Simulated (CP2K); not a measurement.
Two runs for the B K edge of tetrafluoroborate. Run A: CP2K XAS_TDP, all-electron GAPW, PBEh(45%), aug-cc-pVTZ, TDA, no relativity. Run B differs in one setting.

First lines with a strength over 0.0015. A:

```tsv
atom	energy (eV)	states	strength, one atom
B2 (bonded to 4 F)	193.53	3	0.0181
	194.85	1	0.0158
	194.88	1	0.0108
	194.91	1	0.0065
	194.95	1	0.0146
```

B:

```tsv
atom	energy (eV)	states	strength, one atom
B2 (bonded to 4 F)	200.89	3	0.0175
	202.21	1	0.0153
	202.23	1	0.0104
	202.26	1	0.0063
	202.30	1	0.0141
```

**Question.** Which was it: the basis, the functional, GW2X switched on, scalar relativity switched on?

GW2X switched on. GW2X shifts an atom's lines together and keeps their spacings. Against PBEh(45%) in aug-cc-pVTZ, the leading line moves by +7.36 eV, to 200.89 eV.

[Banner, clock and machine lines of the logs are left out without a mark of their own.]

[Logs are printed without paths, hosts, clocks, repeated set-up lines and the standing remarks that a program may print on its own settings, such as how far it seeks lower states.]

[Hosts, paths, dates, database ids (printed as entryN), source tags and the programs' standing remarks are cut or masked in the printed files.]
